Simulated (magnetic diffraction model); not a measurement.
**Which magnetic order? CeTiFe**

Space group Pnma (no. 62), a = 7.3040 Å, b = 4.2910 Å, c = 7.2740 Å.

```csv
site,atom,x,y,z
4c,Ce,0.0001,3/4,0.7896
4c,Fe,0.8035,3/4,0.4149
4c,Ti,0.1898,3/4,0.3976
```

The compound is invented for this exercise: a known structure type with other elements, its cell scaled to their sizes and not relaxed.

Only Ce is taken to order (form factors of Ce3+); orders and moment sizes are assumed, and not adapted to the symmetry. Radiation: neutrons of λ = 4.2 Å, 3° to 90°; isotropic B of 0.36 Å² (Ce), 0.45 Å² (Fe) and 0.47 Å² (Ti). The intensities are simulated: I ∝ L Σ (|F_N|² + |F_M⊥|²) for unpolarised neutrons, with F_M = 2.695 fm/μB × Σ f(s) S exp(2πi Q·r) exp(−B s²) at Q = H ± k (one set where k and −k are equivalent), only the part normal to Q counting and L = 1/(sin²θ cos θ). For a modulated order the moment at position r is S exp(−2πi k·r) + c.c., with S = m/2 for a sine wave of amplitude m and S = m(u + iv)/2 for moments turning in a plane, u and v being orthogonal unit vectors in it; the phase factor of the sum at Q = H + k is then exp(2πi H·r). Form factors are spin-only for 3d ions and dipole or tabulated for f ions, scattering lengths are Sears's of 1992, and absorption is left out. A label names one of the reflections at its angle. The strongest nuclear line in the range is 100, and lines under 0.2 are left out.

Above the ordering temperature:

| 2θ (°) | index | I |
| --- | --- | --- |
| 48.09 | (1 0 1) | 0.2 |
| 69.25 | (0 1 1) | 2.1 |
| 79.11 | (1 1 1) | 100.0 |
| 80.10 | (2 0 1) | 9.2 |
| 80.33 | (1 0 2) | 55.6 |

Below it (cell unchanged):

| 2θ (°) | I |
| --- | --- |
| 16.49 | 24.3 |
| 48.09 | 0.2 |
| 51.18 | 0.9 |
| 53.57 | 6.6 |
| 69.25 | 2.1 |
| 72.69 | 3.0 |
| 73.02 | 4.4 |
| 79.11 | 100.0 |
| 80.10 | 9.2 |
| 80.33 | 55.6 |
| 88.14 | 2.5 |

**Question.** Find the propagation vector, then choose among these models:
A. moments turning in the plane of [010] and [100], 1.9 μB on Ce; signs + at (0.0001, 3/4, 0.7896), + at (0.4999, 1/4, 0.2896), + at (0.5001, 3/4, 0.7104), + at (0.9999, 1/4, 0.2104)
B. a sine wave with moments along [010] (amplitudes given), 1.9 μB on Ce; signs + at (0.0001, 3/4, 0.7896), + at (0.4999, 1/4, 0.2896), + at (0.5001, 3/4, 0.7104), + at (0.9999, 1/4, 0.2104)
C. moments turning in the plane of [010] and [001], 1.9 μB on Ce; signs + at (0.0001, 3/4, 0.7896), + at (0.4999, 1/4, 0.2896), + at (0.5001, 3/4, 0.7104), + at (0.9999, 1/4, 0.2104)
D. a sine wave with moments along [001] (amplitudes given), 1.9 μB on Ce; signs + at (0.0001, 3/4, 0.7896), + at (0.4999, 1/4, 0.2896), + at (0.5001, 3/4, 0.7104), + at (0.9999, 1/4, 0.2104)

The new lines index as (0 0.293 0) at 16.49°, (1 0.293 1) at 51.18°, (0 0.707 1) at 53.57° and (2 0.293 0) at 72.69°, that is as H ± k with k = (0 0.293 0). Satellites come in pairs about each point of the reciprocal lattice.

Magnetic intensity, observed (below minus above) and for each model:

| 2θ (°) | index | observed | A | B | C | D |
| --- | --- | --- | --- | --- | --- | --- |
| 16.49 | (0 0.293 0) | 24.3 | 24.3 | <0.2 | 24.3 | 24.3 |
| 51.18 | (1 0.293 1) | 0.9 | 0.9 | 0.6 | 0.9 | 0.4 |
| 53.57 | (0 0.707 1) | 6.6 | 6.6 | 1.9 | 4.7 | 2.8 |
| 72.69 | (2 0.293 0) | 3.0 | 3.0 | 2.8 | 5.8 | 3.0 |
| 73.02 | (0 0.293 2) | 4.4 | 4.4 | 2.1 | 2.3 | <0.2 |
| 88.14 | (0 1.293 1) | 2.5 | 2.5 | 0.4 | 2.1 | 1.8 |

Model A matches.

The structure used: k = (0 0.293 0), moments turning in the plane of [010] and [100], 1.9 μB on Ce; signs + at (0.0001, 3/4, 0.7896), + at (0.4999, 1/4, 0.2896), + at (0.5001, 3/4, 0.7104), + at (0.9999, 1/4, 0.2104).

[Logs are printed without paths, hosts, clocks, repeated set-up lines and the standing remarks that a program may print on its own settings, such as how far it seeks lower states.]
